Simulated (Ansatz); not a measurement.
**Where Cr_B puts its levels in the gap of BP (F-43m)**

Charge states of Cr_B in BP (F-43m), set against the band edges. Model: a cell of 54 host atoms with 1 B taken out and 1 Cr put in.

Calculated with Ansatz 0.2.0; place-levels on r2SCAN runs: charge-transition levels and formation energies with image-charge correction and potential alignment at the atomic sites; PAW set soft_1.

In doubt: warnings of the run leave room for a lower electronic state (in some of the runs), so energies may not be the lowest and differences between runs may mislead.

### 1. The starting structure

The cell holds 54 atoms: 26 B, 27 P and 1 Cr. Its edges and angles: a = 9.623 Å, b = 9.623 Å, c = 9.623 Å, α = 60.0°, β = 60.0°, γ = 60.0°. It derives from BP (space group F-43m). Nearest the centre at fractional (0.667, 0.333, 0.667): Cr47 at 0.00 Å, P22 at 1.96 Å, P40 at 1.96 Å, P24 at 1.96 Å, P28 at 1.96 Å, B41 at 3.21 Å, B35 at 3.21 Å, B29 at 3.21 Å.

The host's dielectric constants go in as inputs: 9.31 for the electrons alone, 9.42 with the ions, computed on the host (DFPT, PBEsol, on the r2SCAN cell), and a cell off the functional's own equilibrium shifts the ionic part.

The cell's shortest repeat is 9.6 Å.

### 2. The runs of each charge state

A transition level is the Fermi level at which two charge states cost the same, so each charge needs its own total energy, at its own relaxed structure.

Each atom starts 0.05 Å or so off its site in a random direction: a symmetric start keeps its symmetry, and would miss off-centre moves and Jahn–Teller distortions. Forces are taken on a 2×2×2 shifted mesh. The cell holds 1 electron more than the neutral one, with a uniform background that keeps it neutral on the whole.

The sampling was tested on the host first: at the k-points planned (1x1x1 shifted 0.25 0.25 0.25) its energy lies 0.152 eV an atom from the dense-mesh value, so the final energies take a denser sampling.

One state's input; the others differ in charge, spin, start and seed, and in occupations where the table says so.

qm1.relax/input.yaml

```yaml
crystal:
  lattice:
    - [0.0, 6.80455623, 6.80455623]
    - [6.80455623, 0.0, 6.80455623]
    - [6.80455623, 6.80455623, 0.0]
  atoms:
    - { symbol: B, position: [0.0, 0.0, 0.0] }
    - { symbol: P, position: [0.25, 0.25, 0.25] }
[... 2 atom lines left out ...]
    - { symbol: B, position: [0.0, 0.0, 0.66666667] }
    - { symbol: P, position: [0.25, 0.25, 0.91666667] }
[... 2 atom lines left out ...]
    - { symbol: B, position: [0.0, 0.33333333, 0.33333333] }
    - { symbol: P, position: [0.25, 0.58333333, 0.58333333] }
    - { symbol: B, position: [0.0, 0.33333333, 0.66666667] }
[... 10 atom lines left out ...]
    - { symbol: P, position: [0.58333333, 0.25, 0.58333333] }
[... 1 atom line left out ...]
    - { symbol: P, position: [0.58333333, 0.25, 0.91666667] }
    - { symbol: B, position: [0.33333333, 0.33333333, 0.0] }
    - { symbol: P, position: [0.58333333, 0.58333333, 0.25] }
[... 1 atom line left out ...]
    - { symbol: P, position: [0.58333333, 0.58333333, 0.58333333] }
    - { symbol: B, position: [0.33333333, 0.33333333, 0.66666667] }
[... 5 atom lines left out ...]
    - { symbol: B, position: [0.33333333, 0.66666667, 0.66666667] }
[... 1 atom line left out ...]
    - { symbol: B, position: [0.66666667, 0.0, 0.0] }
[... 2 atom lines left out ...]
    - { symbol: P, position: [0.91666667, 0.25, 0.58333333] }
    - { symbol: B, position: [0.66666667, 0.0, 0.66666667] }
[... 1 atom line left out ...]
    - { symbol: B, position: [0.66666667, 0.33333333, 0.0] }
[... 1 atom line left out ...]
    - { symbol: B, position: [0.66666667, 0.33333333, 0.33333333] }
[... 1 atom line left out ...]
    - { symbol: Cr, position: [0.66666667, 0.33333333, 0.66666667] }
[... 3 atom lines left out ...]
    - { symbol: B, position: [0.66666667, 0.66666667, 0.33333333] }
[... 1 atom line left out ...]
    - { symbol: B, position: [0.66666667, 0.66666667, 0.66666667] }
    - { symbol: P, position: [0.91666667, 0.91666667, 0.91666667] }
  host:
    repeats: [3, 3, 3]
    atoms:
      - { symbol: B, position: [0.0, 0.0, 0.0] }
      - { symbol: P, position: [0.75, 0.75, 0.75] }
total_charge: -1
basis:
  ecutwfc: 500
  xc_grid: 2
hamiltonian:
  xc: r2scan
  pseudopotentials: { kind: paw, azcp: { folder: soft_1 } }
kpoints:
  mp_grid: { grid: [2, 2, 2], shift: [0.5, 0.5, 0.5] }
scf:
  occupations: { method: fixed }
  max_iter: 100
output:
  forces: true
  charged_corrections:
    epsilon: 9.31
    static_epsilon: 9.42
    defect_position: [0.666667, 0.333333, 0.666667]
relax:
  f_tol: 0.02
  max_steps: 80
  random_displacement: { amplitude: 0.05, seed: 4176 }
checkpoint:
  write: "../qm1.relax.run"
  compress: false
  write_wavefunctions: true
  write_every: 100000
```

The run is started by

```console
$ ansatz run input.yaml --threads 4 --pin off --max-ram 7536MiB --backend cpu --events-out ev --progress --plain --runs-dir out
```

The run of this state that the levels use, under r2SCAN:

qm1.point/input.yaml

```yaml
crystal:
  checkpoint: "../qm1.relax.run"
  host: checkpoint
total_charge: -1
basis:
  ecutwfc: 500
  xc_grid: 2
hamiltonian:
  xc: r2scan
  pseudopotentials: { kind: paw, azcp: { folder: soft_1 } }
kpoints:
  mp_grid: { grid: [2, 2, 2], shift: [0.5, 0.5, 0.5] }
scf:
  occupations: { method: fixed }
  max_iter: 100
output:
  forces: true
  eigenvalues: true
  charged_corrections:
    epsilon: 9.31
    static_epsilon: 9.42
    defect_position: [0.666667, 0.333333, 0.666667]
  eigenstates: { localisation: true }
  populations: true
  band_densities: [{ bands: [v1, v1] }, { bands: [c1, c1] }]
  write_density: true
  write_potential: true
  volumetric_format: npy
checkpoint:
  read: "../qm1.relax.run"
  write: "../qm1.point.run"
  compress: false
  write_wavefunctions: false
  write_every: 100000
```

Relaxations under r2SCAN at a 2×2×2 shifted mesh; times on 4 threads of Intel Xeon Platinum 8375C at 2.90GHz (Ice Lake), shared host:

```
charge  moment (μB)  occupations    outcome  steps  largest displacement against the far atoms (Å)     time
    −1            0        fixed  converged      4                                            0.16  2.6 min
    −1            4        fixed  converged     10                                            0.35   11 min
    −1            2        fixed  converged      5                                            0.19  7.6 min
     0            1        fixed  converged      6                                            0.19  8.6 min
     0            3        fixed  converged      5                                            0.23  5.1 min
    +1            0        fixed  converged      5                                            0.22  4.5 min
    +1            2        fixed  converged      6                                            0.23  5.9 min
```

Single points under r2SCAN at a 2×2×2 shifted mesh; times on 4 threads of Intel Xeon Platinum 8375C at 2.90GHz (Ice Lake), shared host:

```
charge  moment (μB)  occupations    outcome  time
    −1            0        fixed  converged  33 s
    −1            4        fixed  converged  68 s
    −1            2        fixed  converged  57 s
     0            1        fixed  converged  42 s
     0            3        fixed  converged  40 s
    +1            0        fixed  converged  19 s
    +1            2        fixed  converged  38 s
```

Distances (Å) from Cr47 to the nearest atoms after relaxation with r2SCAN:

```
charge  moment (μB)      1.      2.      3.      4.      5.      6.
    −1            0  P 2.11  P 2.12  P 2.12  P 2.12  B 3.23  B 3.23
    −1            4  P 2.17  P 2.19  P 2.19  P 2.19  B 3.15  B 3.15
    −1            2  P 2.15  P 2.15  P 2.15  P 2.15  B 3.23  B 3.23
     0            1  P 2.14  P 2.15  P 2.15  P 2.15  B 3.22  B 3.23
     0            3  P 2.18  P 2.18  P 2.18  P 2.19  B 3.21  B 3.21
    +1            0  P 2.15  P 2.16  P 2.16  P 2.16  B 3.21  B 3.22
    +1            2  P 2.18  P 2.18  P 2.18  P 2.18  B 3.23  B 3.23
```

### 3. place-levels, r2SCAN

A charged cell interacts with its images and the background, and its potential has another zero than the host's. place-levels removes the first by a point-charge model, screened by the static dielectric constant since the ions have relaxed around the charge, and the second by comparing potentials at atoms far from the defect.

The host is a run of the defect-free crystal in the same cutoffs, grids and k-points, so that basis and sampling errors cancel in part in the differences. The host is run in a cell of 2 atoms on a matching mesh. Its band edges are searched through the zone by a band path, so the gap is smaller than, or equal to, that on the mesh. Chemical potentials are energies per atom of B (alpha-rhombohedral (B12)) and Cr (bcc, antiferromagnetic), run with the same functional and cutoff.

levels.point.yaml

```yaml
host:
  run: host.point.run
states: [qm1.point.run, qm1_M4.point.run, qm1_M2.point.run, q0_M1.point.run, q0_M3.point.run, qp1.point.run, qp1_M2.point.run]
geometry_from:
  qm1.point.run: qm1.relax.run
  qm1_M4.point.run: qm1_M4.relax.run
  qm1_M2.point.run: qm1_M2.relax.run
  q0_M1.point.run: q0_M1.relax.run
  q0_M3.point.run: q0_M3.relax.run
  qp1.point.run: qp1.relax.run
  qp1_M2.point.run: qp1_M2.relax.run
  host.point.run: host.relax.run
chemical_potentials:
  B:
    energy: -156.554104
    dataset: <sha256 of the dataset>
  Cr:
    energy: -3382.701291
    dataset: "<sha256 of the dataset>"
epsilon: 9.31
static_epsilon: 9.42
vertical:
  - { from: qm1.point.run, to: qm1.point_neutral.run }
  - { from: qm1_M4.point.run, to: qm1_M4.point_neutral.run }
  - { from: qm1_M2.point.run, to: qm1_M2.point_neutral.run }
  - { from: qp1.point.run, to: qp1.point_neutral.run }
  - { from: qp1_M2.point.run, to: qp1_M2.point_neutral.run }
```

The run is started by

```console
$ ansatz place-levels levels.point.yaml -- --threads 4 --pin off --max-ram 7536MiB
```

Numbers of over 12 decimals in the logs are rounded to 6 here.

What it wrote:

```text
[... repeated set-up lines and file paths are left out, and long positions are rounded to six places ...]
(+1/0) 0.656 eV above the valence edge, 0.751 eV under the conduction edge
(0/-1) 1.479 eV above the valence edge, in the conduction band
formation energy of charge +1: +3.271 eV with the Fermi level at the valence edge
formation energy of charge 0: +3.927 eV with the Fermi level at the valence edge
formation energy of charge -1: +5.407 eV with the Fermi level at the valence edge
vertical -1 to 0: no energy, since no alignment is typed
  the change from vertical[0].from (qm1.point.run) to vertical[0].to (qm1.point_neutral.run): by its potential at epsilon 9.31 it stands at 0.643 0.308 0.643, with an rms radius of about 1.8 Å (1.0 1.0 1.0 Å across the planes of the cell's vectors); [...]
vertical -1 to 0: no energy, since no alignment is typed
  the change from vertical[1].from (qm1_M4.point.run) to vertical[1].to (qm1_M4.point_neutral.run): by its potential at epsilon 9.31 it stands at 0.614 0.260 0.613, with an rms radius of about 2.6 Å (1.4 1.6 1.4 Å across the planes of the cell's vectors); [...]
vertical -1 to 0: no energy, since no alignment is typed
  the change from vertical[2].from (qm1_M2.point.run) to vertical[2].to (qm1_M2.point_neutral.run): by its spins about the atoms it stands at 0.659 0.326 0.658, with an rms radius of about 1.4 Å (0.8 0.8 0.8 Å across the planes of the cell's vectors); [...]
vertical +1 to 0: no energy, since no alignment is typed
  the change from vertical[3].from (qp1.point.run) to vertical[3].to (qp1.point_neutral.run): by its potential at epsilon 9.31 it stands at 0.629 0.296 0.632, with an rms radius of about 2.2 Å (1.3 1.3 1.2 Å across the planes of the cell's vectors); [...]
[...]
of states[0] (qm1.point.run): a level lies in a band, but no band-filling correction could be formed, because of charge -1: the change also turns a spin, or the two runs' moments point opposite ways; [...]
  of states[5] (qp1.point.run): its alignment with the host at atomic sites is doubtful: the mean over the far sites moves by -0.1018 eV from their farther parts to their nearer, more than 0.05 eV. [...]
  of states[3] (q0_M1.point.run): stability_check_not_made
  of states[1] (qm1_M4.point.run): it parts from the run at its places by a charge that spreads by about 1.6 Å along one vector (1.4 Å or more is wide), by its potential at epsilon 9.31, taken for that of held ions (one typed too small widens it), where the [...]
  of states[2] (qm1_M2.point.run): its alignment with the host at atomic sites is doubtful: the mean over the far sites moves by +0.0932 eV from their farther parts to their nearer, more than 0.05 eV. [...]
  of vertical[0].to (qm1.point_neutral.run): stability_check_not_made
  of vertical[1].from (qm1_M4.point.run): its moments are held at its close (magnetization.spin_locking), by a field of 0.073 eV a Bohr magneton, and its energy and levels are of the state that this holds: a run that lets them go can end lower; [...]
  of vertical[1].to (qm1_M4.point_neutral.run): stability_check_not_made
  of vertical[2].from (qm1_M2.point.run): its moments are held at its close (magnetization.spin_locking), by a field of 0.062 eV a Bohr magneton, and its energy and levels are of the state that this holds: a run that lets them go can end lower; [...]
  of vertical[2].to (qm1_M2.point_neutral.run): minimisation_begun; stability_check_not_made
  of vertical[3].from (qp1.point.run): band_overlap_at_count; of the run under geometry_from: band_overlap_at_count
  of vertical[3].to (qp1.point_neutral.run): stability_check_not_made
  of vertical[4].from (qp1_M2.point.run): stability_check_not_made
  of vertical[4].to (qp1_M2.point_neutral.run): stability_check_not_made
```

The job ended after 0.87 s (4 threads of Intel Xeon Platinum 8375C at 2.90GHz (Ice Lake), shared host).

Levels between the charges placed, in eV above the valence top:

```
        gap (eV)  (+1/0)  (0/−1)
r2SCAN      1.41    0.66    1.48
```

Corrections by state:

```
charge  moment (μB)  image terms and alignment (eV)  band filling (eV)  ε used  over the lowest of its charge, as the program ranks them, band filling apart (eV)
    +1          2.0                           0.448                  -    9.42                                                                              0.000
     0          3.0                           0.000                  -       -                                                                              0.000
    −1          0.0                           0.020                  -    9.42                                                                              0.000
    +1          0.0                           0.431                  -    9.42                                                                              1.213
     0          1.0                           0.000                  -       -                                                                              0.147
    −1          4.0                          -0.027                  -    9.42                                                                              0.151
    −1          2.0                          -0.016                  -    9.42                                                                              0.220
```

The charged structures listed were also run neutral, and place-levels reads from each pair, by the potential or the spins, how wide the charge is by which they differ; that can be the carrier of either run.

```
charge  rms radius (Å)  spread where it is widest against the cell (Å)  wide from (Å)  reading
    +1             1.8                                            1.06           1.36   narrow
    −1             1.8                                            1.04           1.36   narrow
```

The neutral runs of these pairs need not share the spin of the lowest neutral state, and very wide values only mean spread over the cell.

From the program's caveats on the states, each cut to its opening words:

- charge +1 (2 μB), 0 (3 μB), −1: a level lies in a band, but no band-filling correction could be formed, because of charge -1: the change also turns a spin, or the two runs' moments point [...]
- charge +1 (2 μB): its alignment with the host at atomic sites is doubtful: the mean over the far sites moves by -0.0831 eV from their farther parts to their nearer, more than [...]
- charge +1 (2 μB), 0 (3 μB), 0 (1 μB), −1 (4 μB), −1 (2 μB): flagged: stability check not made
- charge −1: its alignment with the host at atomic sites is doubtful: the mean over the far sites moves by +0.1055 eV from their farther parts to their nearer, more than [...]
- charge +1: its alignment with the host at atomic sites is doubtful: the mean over the far sites moves by -0.1018 eV from their farther parts to their nearer, more than [...]
- charge +1, −1 (4 μB): filled levels lie above empty ones at the fixed electron count
- charge −1 (4 μB): it parts from the run at its places by a charge that spreads by about 1.6 Å along one vector (1.4 Å or more is wide), by its potential at epsilon 9.31, taken [...]
- charge −1 (4 μB): its alignment with the host at atomic sites is doubtful: the mean over the far sites moves by +0.1202 eV from their farther parts to their nearer, more than [...]
- charge −1 (4 μB): its moments are held at its close (magnetization.spin_locking), by a field of 0.073 eV a Bohr magneton, and its energy and levels are of the state that this [...]
- charge −1 (2 μB): its alignment with the host at atomic sites is doubtful: the mean over the far sites moves by +0.0932 eV from their farther parts to their nearer, more than [...]
- charge −1 (2 μB): its moments are held at its close (magnetization.spin_locking), by a field of 0.062 eV a Bohr magneton, and its energy and levels are of the state that this [...]

The host's formation energy from the elements is -0.484 eV per atom; it sets how far the chemical potentials can move.

Limit set by the element alone; other compounds of these elements are not counted. Chemical potentials from the elements' reference states: B 0.00 eV, P -0.97 eV, Cr 0.00 eV. Formation energies (B-rich), with the Fermi level at the valence top and at the conduction bottom (gap 1.41 eV):

```
charge  at valence top (eV)  at conduction bottom (eV)  correction included (eV)
    +1                 3.27                       4.68                      0.45
     0                 3.93                       3.93                      0.00
    −1                 5.41                       4.00                      0.02
```

(Fermi level (eV), lowest formation energy (eV)): (0.00, 3.27), (0.13, 3.40), (0.26, 3.53), (0.38, 3.65), (0.51, 3.78), (0.64, 3.91), (0.77, 3.93), (0.90, 3.93), (1.02, 3.93), (1.15, 3.93), (1.28, 3.93), (1.41, 3.93)

Limit set by the element alone; other compounds of these elements are not counted. Chemical potentials from the elements' reference states: P 0.00 eV, B -0.97 eV, Cr 0.00 eV. Formation energy by charge state (P-rich; gap 1.41 eV):

```
charge  at valence top (eV)  at conduction bottom (eV)  correction included (eV)
    +1                 2.30                       3.71                      0.45
     0                 2.96                       2.96                      0.00
    −1                 4.44                       3.03                      0.02
```

Fermi level (eV), lowest formation energy (eV) and a bar from the least value:
```
     0.00       2.30 
     0.13       2.43 ######
     0.26       2.56 ############
     0.38       2.69 ##################
     0.51       2.81 #######################
     0.64       2.94 #############################
     0.77       2.96 ##############################
     0.90       2.96 ##############################
     1.02       2.96 ##############################
     1.15       2.96 ##############################
     1.28       2.96 ##############################
     1.41       2.96 ##############################
```

### 4. What came out

| Item | Value |
| --- | --- |
| gap of the host | 1.41 eV (r2SCAN) |
| level (plus 1/0) | 0.66 eV above the valence top |
| level (0/minus 1) | 1.48 eV above the valence top, past the conduction bottom |
| lowest of the charges placed, just above the valence top (0.02 eV) | +1 |
| lowest of the charges placed, just below the conduction bottom (0.02 eV) | 0 |
| lowest formation energy at mid-gap of the charges run, B-rich | 3.93 eV |
| lowest formation energy at mid-gap of the charges run, P-rich | 2.96 eV |

What this shows: Of the charges placed (−1, 0 and +1), the lowest changes at 0.66 eV (+1/0) above the valence top, in a gap of 1.41 eV. (0/−1) lies 0.07 eV from a band edge, less than the doubt on such levels. Charges above +1 were not placed, so these runs say nothing of levels that involve them. States placed: +1 at 2 μB and 0 μB; 0 at 3 μB and 1 μB; −1 at 0 μB, 4 μB and 2 μB. Other spin states or structures, where not listed, weren't placed. Cr is taken at its element; compounds, which aren't counted here, bound the chemical potentials and would shift these formation energies. The program doubts the alignment of potentials for at least one state, a sign that the cell is small. Keep in mind: r2SCAN makes the gap too small and tends to spread out bound carriers.

[Logs are printed without paths, hosts, clocks, repeated set-up lines and the standing remarks that a program may print on its own settings, such as how far it seeks lower states.]

[Hosts, paths, dates, database ids (printed as entryN), source tags and the programs' standing remarks are cut or masked in the printed files.]

[Where a table of states has a column of steps, it counts the stored structures, which are thinned; the runs took as many ionic steps or more.]

[A defect's name tells the site on which it was built; relaxed atoms can leave that site.]

[For some hosts the program warned that the k-mesh of the response run may be too coarse for force constants and the static dielectric constant; such warnings are not shown here.]
